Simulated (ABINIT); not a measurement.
# AlN (F-43m): G0W0 in ABINIT against the wavefunction cutoff in GW, part 2 of 2

Wanted: the cheapest wavefunction cutoff in GW that holds the gap of AlN (F-43m).

ABINIT 10.8.3; PBE and many-body steps on it, plane waves. Known limits of the many-body steps: not at the basis limit.

So far. Step 2 (Screening, 6×6×6 mesh, 99 bands, screening to 261.2 eV): Local fields lower ε∞ by 9 %. Step 5 (18 Ha): The gap on the mesh goes from 3.32 eV to 4.47 eV, a correction of +1.15 eV.

### Step 6. Screening, 6×6×6 mesh, 99 bands, screening to 261.2 eV

This step: RPA screening on PBE, plane waves, norm-conserving pseudopotentials.

The input, run.abi:

```
acell 3*1.0 Angstrom
rprim 
  -0.000000000000 2.183993559600 2.183993559600
  2.183993559600 -0.000000000000 2.183993559600
  2.183993559600 2.183993559600 -0.000000000000
ntypat 2
znucl 13 7
natom 2
typat 1 2
xred 
  0.000000000000 0.000000000000 0.000000000000
  0.750000000000 0.750000000000 0.750000000000
pp_dirpath "pseudos"
pseudos "Al.upf, N.upf"
ecut 36
ngkpt 6 6 6
nshiftk 1
shiftk 0 0 0
kptopt 1
chksymbreak 0
istwfk *1
occopt 1
irdwfk 1
optdriver 3
nband 99
ecuteps 9.6
inclvkb 2
awtr 1
symchi 1
ecutwfn 27
indata_prefix "in"
outdata_prefix "out"
tmpdata_prefix "tmp"
```

Run with:

```console
> OMP_NUM_THREADS=1 mpirun -n 8 abinit run.abi > log
```

The log of the run:

```text
.Version 10.8.3 of ABINIT. v10.8.2 released Aug 2026.

 Symmetries : space group F-4 3 m (#216); Bravais cF (face-center cubic)
[... echo of the input left out ...]
== DATASET  1 ==================================================================
-   mpi_nproc: 8, omp_nthreads: 1 (-1 if OMP is not activated)

--- !DatasetInfo
iteration_state: {dtset: 1, }
dimensions: {natom: 2, nkpt: 16, mband: 99, nsppol: 1, nspinor: 1, nspden: 1, mpw: 960, }
cutoff_energies: {ecut:  27.0, pawecutdg:  -1.0, }
[...]
--------------------------------------------------------------------------------
[... chi0 elements left out ...]
 For q-point:  0.000010 0.000020 0.000030
  dielectric constant =   4.3516
  dielectric constant without local fields =   4.7954

  Average fulfillment of the sum rule on Im[epsilon] for q-point    1 :     88.57  [%]
[... wings left out ...]
  q-point number  2        q = ( 0.166667, 0.000000, 0.000000) [r.l.u.]
--------------------------------------------------------------------------------
[... chi0 elements left out ...]
  Average fulfillment of the sum rule on Im[epsilon] for q-point    2 :     95.59  [%]

 [... 14 further q-points ...]
```

Wall time 11 s (8 MPI ranks of AMD EPYC 9R45, shared host); peak memory 1.1 GiB.

Numbers from this step:

```
ε∞ with local fields, on this mesh, along the program's q direction : 4.352
the same without local fields                                       : 4.795
plasma frequency                                                    : 23.01 eV
plane waves in the screening matrix                                 : 181
```

### Step 7. 27 Ha

This step: G0W0 on PBE, plane waves, norm-conserving pseudopotentials.

run.abi, as its differences from that of step 6:

```diff
@@ -23,8 +23,17 @@
 irdwfk 1
-optdriver 3
+optdriver 4
 nband 99
+gwcalctyp 0
+ecutsigx 27
+symsigma 1
+nkptgw 2
+kptgw 
+  0.0000000000 0.0000000000 0.0000000000
+  0.5000000000 0.5000000000 0.0000000000
+bdgw 
+  2 8
+  3 6
 ecuteps 9.6
-inclvkb 2
-awtr 1
-symchi 1
+irdscr 1
+ppmodel 1
 ecutwfn 27
```

The log of the run:

```text
.Version 10.8.3 of ABINIT. v10.8.2 released Aug 2026.

 Symmetries : space group F-4 3 m (#216); Bravais cF (face-center cubic)
[... echo of the input left out ...]
== DATASET  1 ==================================================================
-   mpi_nproc: 8, omp_nthreads: 1 (-1 if OMP is not activated)

--- !DatasetInfo
iteration_state: {dtset: 1, }
dimensions: {natom: 2, nkpt: 16, mband: 99, nsppol: 1, nspinor: 1, nspden: 1, mpw: 960, }
cutoff_energies: {ecut:  27.0, pawecutdg:  -1.0, }
[...]
Band     E0 <VxcDFT>   SigX SigC(E0)      Z dSigC/dE  Sig(E)    E-E0       E
[...]
5   8.483  -9.204  -5.016  -3.770   0.835  -0.197  -8.854   0.350   8.833
        6  13.810  -9.460  -4.383  -4.374   0.838  -0.193  -8.870   0.589  14.400

== END DATASET(S) ==============================================================
================================================================================

 -outvars: echo values of variables after computation  --------
           etotal      0.0000000000E+00
            nband          99
             nkpt          16
          spgroup         216
 [... the other variables as echoed above ...]

 Calculation completed.
```

It took 4.5 s on 8 MPI ranks; peak memory 1.2 GiB.

This step gave:

* G0W0 gap on the points computed: 4.511 eV
* starting gap on the mesh: 3.325 eV
* k of the valence top: 0, 0, 0
* k of the conduction bottom: 0.5, 0.5, 0
* least direct G0W0 gap on the computed points: 5.575 eV

Against the run before, the gap moves by +0.038 eV.

### Step 8. Screening, 6×6×6 mesh, 99 bands, screening to 261.2 eV

This step: RPA screening on PBE, plane waves, norm-conserving pseudopotentials.

run.abi, as its differences from that of step 7:

```diff
@@ -23,18 +23,8 @@
 irdwfk 1
-optdriver 4
+optdriver 3
 nband 99
-gwcalctyp 0
-ecutsigx 27
-symsigma 1
-nkptgw 2
-kptgw 
-  0.0000000000 0.0000000000 0.0000000000
-  0.5000000000 0.5000000000 0.0000000000
-bdgw 
-  2 8
-  3 6
 ecuteps 9.6
-irdscr 1
-ppmodel 1
-ecutwfn 27
+inclvkb 2
+awtr 1
+symchi 1
 indata_prefix "in"
```

The log of the run:

```text
.Version 10.8.3 of ABINIT. v10.8.2 released Aug 2026.

 Symmetries : space group F-4 3 m (#216); Bravais cF (face-center cubic)
[... echo of the input left out ...]
== DATASET  1 ==================================================================
-   mpi_nproc: 8, omp_nthreads: 1 (-1 if OMP is not activated)

--- !DatasetInfo
iteration_state: {dtset: 1, }
dimensions: {natom: 2, nkpt: 16, mband: 99, nsppol: 1, nspinor: 1, nspden: 1, mpw: 1464, }
cutoff_energies: {ecut:  36.0, pawecutdg:  -1.0, }
[...]
--------------------------------------------------------------------------------
[... chi0 elements left out ...]
 For q-point:  0.000010 0.000020 0.000030
  dielectric constant =   4.3477
  dielectric constant without local fields =   4.7911

  Average fulfillment of the sum rule on Im[epsilon] for q-point    1 :     88.59  [%]
[... wings left out ...]
  q-point number  2        q = ( 0.166667, 0.000000, 0.000000) [r.l.u.]
--------------------------------------------------------------------------------
[... chi0 elements left out ...]
  Average fulfillment of the sum rule on Im[epsilon] for q-point    2 :     95.60  [%]

 [... 14 further q-points ...]
```

The job ended after 11 s (8 MPI ranks; peak memory 1.2 GiB; 86 s of CPU time).

Numbers from this step:

| Property | Result |
| --- | --- |
| ε∞ with local fields, on this mesh, along the program's q direction | 4.348 |
| the same without local fields | 4.791 |
| plasma frequency | 23.01 eV |
| plane waves in the screening matrix | 181 |

### Step 9. 36 Ha

This step: G0W0 on PBE, plane waves, norm-conserving pseudopotentials.

run.abi, as its differences from that of step 8:

```diff
@@ -23,8 +23,17 @@
 irdwfk 1
-optdriver 3
+optdriver 4
 nband 99
+gwcalctyp 0
+ecutsigx 36
+symsigma 1
+nkptgw 2
+kptgw 
+  0.0000000000 0.0000000000 0.0000000000
+  0.5000000000 0.5000000000 0.0000000000
+bdgw 
+  2 8
+  3 6
 ecuteps 9.6
-inclvkb 2
-awtr 1
-symchi 1
+irdscr 1
+ppmodel 1
 indata_prefix "in"
```

The log of the run:

```text
.Version 10.8.3 of ABINIT. v10.8.2 released Aug 2026.

 Symmetries : space group F-4 3 m (#216); Bravais cF (face-center cubic)
[... echo of the input left out ...]
== DATASET  1 ==================================================================
-   mpi_nproc: 8, omp_nthreads: 1 (-1 if OMP is not activated)

--- !DatasetInfo
iteration_state: {dtset: 1, }
dimensions: {natom: 2, nkpt: 16, mband: 99, nsppol: 1, nspinor: 1, nspden: 1, mpw: 1464, }
cutoff_energies: {ecut:  36.0, pawecutdg:  -1.0, }
[...]
Band     E0 <VxcDFT>   SigX SigC(E0)      Z dSigC/dE  Sig(E)    E-E0       E
[...]
5   8.483  -9.206  -5.016  -3.769   0.835  -0.197  -8.855   0.351   8.834
        6  13.810  -9.461  -4.383  -4.373   0.838  -0.193  -8.870   0.590  14.401

== END DATASET(S) ==============================================================
================================================================================

 -outvars: echo values of variables after computation  --------
           etotal      0.0000000000E+00
            nband          99
             nkpt          16
          spgroup         216
 [... the other variables as echoed above ...]

 Calculation completed.
```

The job ended after 4.6 s (8 MPI ranks; peak memory 1.3 GiB).

This step gave:

```
G0W0 gap on the points computed              : 4.52 eV
starting gap on the mesh                     : 3.325 eV
k of the valence top                         : 0, 0, 0
k of the conduction bottom                   : 0.5, 0.5, 0
least direct G0W0 gap on the computed points : 5.586 eV
```

Against the run before, the gap moves by +0.009 eV.

### Step 10. The runs together

Times are wall times on 8 MPI ranks of AMD EPYC 9R45, shared host, good to a factor of about two. A run's time includes the screening step that it read.

```
    run   mesh  bands  screening cutoff (eV)  DFT gap (eV)  gap on the mesh (eV)  direct (eV)  ε∞ used  time
10.8 Ha  6×6×6     99                  261.2         3.325                 4.297        5.379     4.49  11 s
  18 Ha  6×6×6     99                  261.2         3.325                 4.473        5.534     4.38  10 s
  27 Ha  6×6×6     99                  261.2         3.325                 4.511        5.575     4.35  15 s
  36 Ha  6×6×6     99                  261.2         3.325                 4.520        5.586     4.35  15 s
```

### Step 11. What came out

```json
{"10.8 Ha": "4.297 eV", "18 Ha": "4.473 eV", "27 Ha": "4.511 eV", "36 Ha": "4.520 eV", "known limits": "not at the basis limit"}
```

The setting moved: wavefunction cutoff in GW. From 10.8 Ha to 36 Ha the gap moves by +0.22 eV. It holds to 0.03 eV from 27 Ha on. Bands and screening cutoff are coupled, so a series along one setting does not show full convergence. The exchange cutoff follows the wavefunction cutoff here. Bands and cutoff are finite, so the gap is not at the basis limit. The miss can reach some tenths of an eV and take either sign; the mesh is an error of its own. In the first G0W0 run levels were corrected at 2 k points alone, so a gap called «on the mesh» is the least over those, and an edge elsewhere would be missed.

[Paths, hosts, dates, memory and timing lines, banners, echoed tables and standing remarks are left out of the program output.]

[Logs are printed without paths, hosts, clocks, repeated set-up lines and the standing remarks that a program may print on its own settings, such as how far it seeks lower states.]

[Runs of the session that timed out or met a known fault of the program may be left out.]

[No measured gap is set beside runs whose start may be inverted or whose files or cutoffs have a known fault.]

[Hosts, paths, dates, database ids (printed as entryN), source tags and the programs' standing remarks are cut or masked in the printed files.]

[G0W0 gaps are taken among the corrected bands and points alone; a level outside them can change the order at an edge.]

[Where Ansatz stands beside ABINIT at settings called matched, ABINIT's density can come from a denser mesh and the files from another edition; pairs whose starting gaps differed by over 0.03 eV were left out, so agreement reads better than it is.]
